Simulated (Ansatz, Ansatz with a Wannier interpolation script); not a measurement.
An input for Ansatz 0.2.0 (PtSe2 (1T monolayer)):

```yaml
crystal:
  lattice:
    - [3.7030641636, 0.0, 0.0]
    - [-1.8515320818, 3.2069476375, 0.0]
    - [0.0, 0.0, 28.4]
  atoms:
    - { symbol: Pt, position: [0.0, 0.0, 0.5] }
    - { symbol: Se, position: [0.3333333333, 0.6666666667, 0.5455048101] }
    - { symbol: Se, position: [0.6666666667, 0.3333333333, 0.4544951899] }
  periodic: [true, true, false]
kpoints:
  mp_grid: { grid: [6, 6, 1] }
  band_path:
    path:
      - [0, 0, 0]
      - [0.5, 0, 0]
      - [0.3333333333333, 0.3333333333333, 0]
      - [0, 0, 0]
    npoints: 10
hamiltonian:
  xc: hse06
scf:
  occupations: { method: fixed }
  n_extra_bands: 5
output:
  eigenvalues: true
  write_density: true
  write_potential: true
  elf: true
  volumetric_format: npy
```

```sh
ansatz run input.yaml --threads 12 --pin off --max-ram 27648MiB --backend cpu --events-out ev --progress --plain --runs-dir out
```

How long will it take on 12 threads of Intel Xeon 6975P-C (Granite Rapids), shared host, and how much memory?

It took 2.3 min; on shared hardware allow 68 s to 4.6 min. Peak host memory was 4.8 GiB. The sizes that set the cost: 6635 plane waves a state, 7 irreducible k points and 14 SCF cycles.

Exact exchange couples every pair of k points and filled bands, so it costs far more than a semilocal run.

[Paths, hosts, dates, memory and timing lines, banners, echoed tables and standing remarks are left out of the program output.]

[Logs are printed without paths, hosts, clocks, repeated set-up lines and the standing remarks that a program may print on its own settings, such as how far it seeks lower states.]

[Runs of the session that timed out or met a known fault of the program may be left out.]

[Hosts, paths, dates, database ids (printed as entryN), source tags and the programs' standing remarks are cut or masked in the printed files.]
